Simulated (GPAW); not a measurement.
```
SnO (honeycomb monolayer): G0W0 with GPAW, start to end
1.0
     3.22743    0.00000    0.00000
    -1.61371    2.79503    0.00000
     0.00000    0.00000   11.40000
Sn O
1 1
Direct
  0.33333 0.66667 0.45518
  0.66667 0.33333 0.54483
# method: DFT, LDA, plane waves, PAW (and 1 further level or step)
# program: GPAW 26.7.0
# settings of one run: cutoff 700 eV, GPAW PAW setups 1.2.1 data release, 9×9×1 k-mesh
# cost: 4 runs, 6.4 min in all on 4 MPI ranks of Arm Neoverse V1, shared host (the runs of this entry)
# notes: Values taken over the cell’s volume include its vacuum. The start is a generated structure, not a measured one. Limits: no spin-orbit coupling. Bands and cutoff are finite, so the gap is not at the basis limit. The miss can reach some tenths of an eV and take either sign; the mesh is an error of its own.
# LDA gap: 1.48 eV, indirect
# G0W0 gap on the mesh: 2.71 eV
# GW settings: 12×12×1 mesh, 77 bands, screening to 48 eV, full frequency, Hilbert transform
# known limits: not at the basis limit; no spin-orbit coupling
```

[Paths, hosts, dates, memory and timing lines, banners, echoed tables and standing remarks are left out of the program output.]

[Logs are printed without paths, hosts, clocks, repeated set-up lines and the standing remarks that a program may print on its own settings, such as how far it seeks lower states.]

[Runs of the session that timed out or met a known fault of the program may be left out.]

[Hosts, paths, dates, database ids (printed as entryN), source tags and the programs' standing remarks are cut or masked in the printed files.]
